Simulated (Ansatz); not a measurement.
# Changed inputs in constrained RPA: CuF2 (1T sheet)

What does U in CuF2 (1T sheet) depend on besides the window?

Calculated with Ansatz 0.2.0; constrained RPA on PBEsol, plane waves, PAW.

Report form: the programs' logs are mostly left out.

### Step 1. Starting point

The cell holds 3 atoms: 1 Cu and 2 F. Cell: a = 3.136 Å, b = 3.136 Å, c = 28.816 Å, α = 90.0°, β = 90.0°, γ = 120.0°. Vacuum lies along c.

As a file:

```cif
data_structure
_symmetry_space_group_name_H-M 'P 1'
_symmetry_Int_Tables_number 1
_cell_length_a 3.1362
_cell_length_b 3.1362
_cell_length_c 28.8164
_cell_angle_alpha 90.000
_cell_angle_beta 90.000
_cell_angle_gamma 120.000
_cell_volume 245.45
loop_
_atom_site_label
_atom_site_type_symbol
_atom_site_fract_x
_atom_site_fract_y
_atom_site_fract_z
_atom_site_occupancy
Cu1 Cu 0.00000 0.00000 0.32114 1
F2 F 0.33333 0.66667 0.35250 1
F3 F 0.66667 0.33333 0.28978 1
```

The structure was relaxed with PBEsol. The structure was generated from a model, not taken from a measurement. The runs that relaxed it are not among those shown. The program's search for lower electronic states was switched off, so nothing shows that the state found is the lowest. The default PAW set here is soft_2. Its files were made with PBE. The Coulomb interaction is cut off across the vacuum.

### Step 2. Base: Cu eg, bands v2 to v1, 6×6×1 mesh, medium accuracy

Constrained RPA screens the interaction with every transition except those inside the target bands, which a later many-body model would treat itself.

Contents of input.yaml:

```yaml
crystal:
  lattice:
    - [0.0, -2.21760441, 2.21760441]
    - [2.21760441, 0.0, -2.21760441]
    - [16.63717949, 16.63717949, 16.63717949]
  atoms:
    - { symbol: Cu, position: [0.0, 0.0, 0.3211399461] }
    - { symbol: F, position: [0.3333333333, 0.6666666667, 0.3524955676] }
    - { symbol: F, position: [0.6666666667, 0.3333333333, 0.2897843245] }
  periodic: [true, true, false]
kpoints:
  mp_grid: { grid: [12, 12, 1] }
hamiltonian:
  xc: pbesol
scf:
  occupations: { method: gaussian, width: 0.08 }
  n_extra_bands: 19
  max_iter: 150
  lower_state_search: "off"
output:
  crpa:
    kmesh: [6, 6, 1]
    target_bands: [v2, v1]
    projections: [{ species: Cu, l: d, shell: 3, orbitals: [dz2, dx2-y2] }]
  local_orbitals:
    kmesh: [12, 12, 1]
    orbitals: [{ species: Cu, l: d, shell: 3, orbitals: [dz2, dx2-y2] }]
    window: { bands: [v2, v1] }
    seedname: lo
```

Command:

```bash
ansatz run input.yaml --threads 4 --pin off --max-ram 14745MiB --backend cpu --events-out ev --progress --plain --runs-dir out
```

Elapsed: 62 s, on 4 threads of Arm Neoverse V1, shared host; peak memory 1.4 GiB.

This step gave:

| Item | Value |
| --- | --- |
| U | 5.530 eV |
| U prime (inter-orbital) | 4.446 eV |
| J | 0.5417 eV |
| bare V | 18.57 eV |
| bare J | 0.7909 eV |
| stated bound on U | 0.008063 eV |
| U over bare V | 0.2978 |
| electrons in the window | 3.000 |
| head of the constrained inverse dielectric matrix | 0.7767 |
| least eigenvalue of the projection's overlap | 0.5346 |
| target functions | 2 |
| bands in the sums | 34 |
| r.m.s. miss of the model bands | 1.71e-5 eV |
| width of the target bands | 0.6769 eV |
| weight of the projected orbitals in the window | 0.6815 |

On the Cu eg shell, screening brings the on-site interaction from 18.6 eV down to U = 5.53 eV.

### Step 3. Changed: 9×9×1 mesh

input.yaml, as its differences from that of step 2:

```diff
@@ -21,9 +21,4 @@
   crpa:
-    kmesh: [6, 6, 1]
+    kmesh: [9, 9, 1]
     target_bands: [v2, v1]
     projections: [{ species: Cu, l: d, shell: 3, orbitals: [dz2, dx2-y2] }]
-  local_orbitals:
-    kmesh: [12, 12, 1]
-    orbitals: [{ species: Cu, l: d, shell: 3, orbitals: [dz2, dx2-y2] }]
-    window: { bands: [v2, v1] }
-    seedname: lo
```

The job ended after 2.7 min (4 threads; peak memory 1.6 GiB).

This step gave:

```
U                                                 : 5.540 eV
U prime (inter-orbital)                           : 4.457 eV
J                                                 : 0.5418 eV
bare V                                            : 18.55 eV
bare J                                            : 0.7909 eV
stated bound on U                                 : 0.007425 eV
U over bare V                                     : 0.2987
electrons in the window                           : 3.000
head of the constrained inverse dielectric matrix : 0.7982
least eigenvalue of the projection's overlap      : 0.5398
target functions                                  : 2
bands in the sums                                 : 34
width of the target bands                         : 0.6769 eV
weight of the projected orbitals in the window    : 0.6815
```

On the Cu eg shell, screening brings the on-site interaction from 18.6 eV down to U = 5.54 eV.

### Step 4. Changed: 3×3×1 mesh

input.yaml, as its differences from that of step 3:

```diff
@@ -21,3 +21,3 @@
   crpa:
-    kmesh: [9, 9, 1]
+    kmesh: [3, 3, 1]
     target_bands: [v2, v1]
```

Elapsed: 20 s, on 4 threads; peak memory 1.3 GiB; 71 s of CPU time.

This step gave:

```yaml
u: 5.671 eV
u_prime_inter_orbital: 4.610 eV
j: 0.5306 eV
bare_v: 18.45 eV
bare_j: 0.7792 eV
stated_bound_on_u: 0.01305 eV
u_over_bare_v: 0.3074
electrons_in_the_window: 3.000
head_of_the_constrained_inverse_dielectric_matrix: 0.7656
least_eigenvalue_of_the_projection_s_overlap: 0.5654
target_functions: 2
bands_in_the_sums: 34
width_of_the_target_bands: 0.6769 eV
weight_of_the_projected_orbitals_in_the_window: 0.6815
```

On the Cu eg shell, screening brings the on-site interaction from 18.5 eV down to U = 5.67 eV.

### Step 5. Changed: sums over states on smooth products

input.yaml, as its differences from that of step 4:

```diff
@@ -21,4 +21,8 @@
   crpa:
-    kmesh: [3, 3, 1]
+    kmesh: [6, 6, 1]
     target_bands: [v2, v1]
     projections: [{ species: Cu, l: d, shell: 3, orbitals: [dz2, dx2-y2] }]
+    accuracy: sum_over_states
+    pair_densities: pseudo
+    n_empty_bands: 34
+    ecut_chi: 136
```

The job ended after 9.2 s (4 threads; peak memory 0.57 GiB).

This variant gives U = 6.48 eV against 5.53 eV. It is a finite sum over empty states with no bound on its error and stays out of the table below.

### Step 6. Changed: accuracy low

input.yaml, as its differences from that of step 5:

```diff
@@ -24,5 +24,2 @@
     projections: [{ species: Cu, l: d, shell: 3, orbitals: [dz2, dx2-y2] }]
-    accuracy: sum_over_states
-    pair_densities: pseudo
-    n_empty_bands: 34
-    ecut_chi: 136
+    accuracy: low
```

Elapsed: 43 s, on 4 threads; peak memory 1.4 GiB; 2.7 min of CPU time.

Numbers from this step:

* U: 5.513 eV
* U prime (inter-orbital): 4.432 eV
* J: 0.5408 eV
* bare V: 18.57 eV
* bare J: 0.7909 eV
* stated bound on U: 0.1163 eV
* U over bare V: 0.2969
* electrons in the window: 3.000
* head of the constrained inverse dielectric matrix: 0.7767
* least eigenvalue of the projection's overlap: 0.5346
* target functions: 2
* bands in the sums: 34
* width of the target bands: 0.6769 eV
* weight of the projected orbitals in the window: 0.6815

On the Cu eg shell, screening brings the on-site interaction from 18.6 eV down to U = 5.51 eV.

### Step 7. Changed: a wide Fermi-Dirac smearing

input.yaml, as its differences from that of step 6:

```diff
@@ -15,3 +15,3 @@
 scf:
-  occupations: { method: gaussian, width: 0.08 }
+  occupations: { method: fermi_dirac, width: 0.5 }
   n_extra_bands: 19
@@ -24,2 +24 @@
     projections: [{ species: Cu, l: d, shell: 3, orbitals: [dz2, dx2-y2] }]
-    accuracy: low
```

It took 4.2 s on 4 threads; peak memory 0.58 GiB.

The self-consistent loop converged; the step after it was not made. The program's words: cRPA refused: cRPA: band v5 at k-index 0 must be full below output.crpa.target_bands = [v2, v1] or empty above, but its occupation deviates by 1.22e-2 of a full band (tolerance 1e-3). Include the band in the window or, for the tail of a fermi_dirac temperature, lower scf.occupations.width or leave the width out

The fault put into this input: a wide Fermi-Dirac smearing.

### Step 8. Changed: potentials

input.yaml, as its differences from that of step 7:

```diff
@@ -14,4 +14,5 @@
   xc: pbesol
+  pseudopotentials: { kind: paw, source: ansatz }
 scf:
-  occupations: { method: fermi_dirac, width: 0.5 }
+  occupations: { method: gaussian, width: 0.08 }
   n_extra_bands: 19
```

Wall time 4.8 min (4 threads); peak memory 4.4 GiB.

Numbers from this step:

```yaml
u: 5.527 eV
u_prime_inter_orbital: 4.447 eV
j: 0.5402 eV
bare_v: 18.58 eV
bare_j: 0.7901 eV
stated_bound_on_u: 0.009034 eV
u_over_bare_v: 0.2976
electrons_in_the_window: 3.000
head_of_the_constrained_inverse_dielectric_matrix: 0.7767
least_eigenvalue_of_the_projection_s_overlap: 0.5362
target_functions: 2
bands_in_the_sums: 34
width_of_the_target_bands: 0.6753 eV
weight_of_the_projected_orbitals_in_the_window: 0.6839
```

On the Cu eg shell, screening brings the on-site interaction from 18.6 eV down to U = 5.53 eV.

### Step 9. Changed: strain +3%

The cell differs from the one that the last finished run ended in (a 3.136 → 3.230 Å, b 3.136 → 3.230 Å).

input.yaml, as its differences from that of step 8:

```diff
@@ -2,4 +2,4 @@
   lattice:
-    - [0.0, -2.21760441, 2.21760441]
-    - [2.21760441, 0.0, -2.21760441]
+    - [0.0, -2.2841325423, 2.2841325423]
+    - [2.2841325423, 0.0, -2.2841325423]
     - [16.63717949, 16.63717949, 16.63717949]
@@ -14,3 +14,2 @@
   xc: pbesol
-  pseudopotentials: { kind: paw, source: ansatz }
 scf:
@@ -25 +24,6 @@
     projections: [{ species: Cu, l: d, shell: 3, orbitals: [dz2, dx2-y2] }]
+  local_orbitals:
+    kmesh: [12, 12, 1]
+    orbitals: [{ species: Cu, l: d, shell: 3, orbitals: [dz2, dx2-y2] }]
+    window: { bands: [v2, v1] }
+    seedname: lo
```

Elapsed: 81 s, on 4 threads; peak memory 1.5 GiB.

This step gave:

| Quantity | Value |
| --- | --- |
| U | 5.170 eV |
| U prime (inter-orbital) | 4.144 eV |
| J | 0.5133 eV |
| bare V | 18.05 eV |
| bare J | 0.7659 eV |
| stated bound on U | 0.008990 eV |
| U over bare V | 0.2864 |
| electrons in the window | 3.000 |
| head of the constrained inverse dielectric matrix | 0.7675 |
| least eigenvalue of the projection's overlap | 0.4893 |
| target functions | 2 |
| bands in the sums | 34 |
| r.m.s. miss of the model bands | 1.90e-5 eV |
| width of the target bands | 0.6541 eV |
| weight of the projected orbitals in the window | 0.6749 |

On the Cu eg shell, screening brings the on-site interaction from 18.1 eV down to U = 5.17 eV.

### Step 10. Side by side

Times are wall times on 4 threads of Arm Neoverse V1, shared host, good to a factor of about two.

| run | bare V (eV) | U (eV) | J (eV) | bound on U (eV) | width (eV) | time |
| --- | --- | --- | --- | --- | --- | --- |
| target window | 18.57 | 5.530 | 0.542 | 0.0081 | 0.68 | 62 s |
| 9×9×1 mesh | 18.55 | 5.540 | 0.542 | 0.0074 | 0.68 | 2.7 min |
| 3×3×1 mesh | 18.45 | 5.671 | 0.531 | 0.0130 | 0.68 | 20 s |
| accuracy low | 18.57 | 5.513 | 0.541 | 0.1163 | 0.68 | 43 s |
| potentials | 18.58 | 5.527 | 0.540 | 0.0090 | 0.68 | 4.8 min |
| strain +3% | 18.05 | 5.170 | 0.513 | 0.0090 | 0.65 | 81 s |

### Step 11. Summary of results

```
target window : U 5.53 eV, J 0.54 eV
9×9×1 mesh    : U 5.54 eV, J 0.54 eV
3×3×1 mesh    : U 5.67 eV, J 0.53 eV
accuracy low  : U 5.51 eV, J 0.54 eV
potentials    : U 5.53 eV, J 0.54 eV
strain +3%    : U 5.17 eV, J 0.51 eV
```

In words: 9×9×1 mesh moves U by +0.01 eV (within the solver's bounds, for the mean over orbitals) at 2.7 times the time. 3×3×1 mesh moves U by +0.14 eV at 0.32 times the time. Accuracy low moves U by −0.02 eV (within the solver's bounds, for the mean over orbitals). Potentials moves U by −0.002 eV (within the solver's bounds, for the mean over orbitals) at 4.7 times the time. Strain +3% moves U by −0.36 eV. The printed bound covers the solver alone, not the mesh. The parent state is non-magnetic and the interaction static (zero frequency); U depends on the window and the orbitals, so it belongs to this model alone.

[Paths, hosts, dates, memory and timing lines, banners, echoed tables and standing remarks are left out of the program output.]

[Logs are printed without paths, hosts, clocks, repeated set-up lines and the standing remarks that a program may print on its own settings, such as how far it seeks lower states.]

[Runs of the session that timed out or met a known fault of the program may be left out.]

[Hosts, paths, dates, database ids (printed as entryN), source tags and the programs' standing remarks are cut or masked in the printed files.]
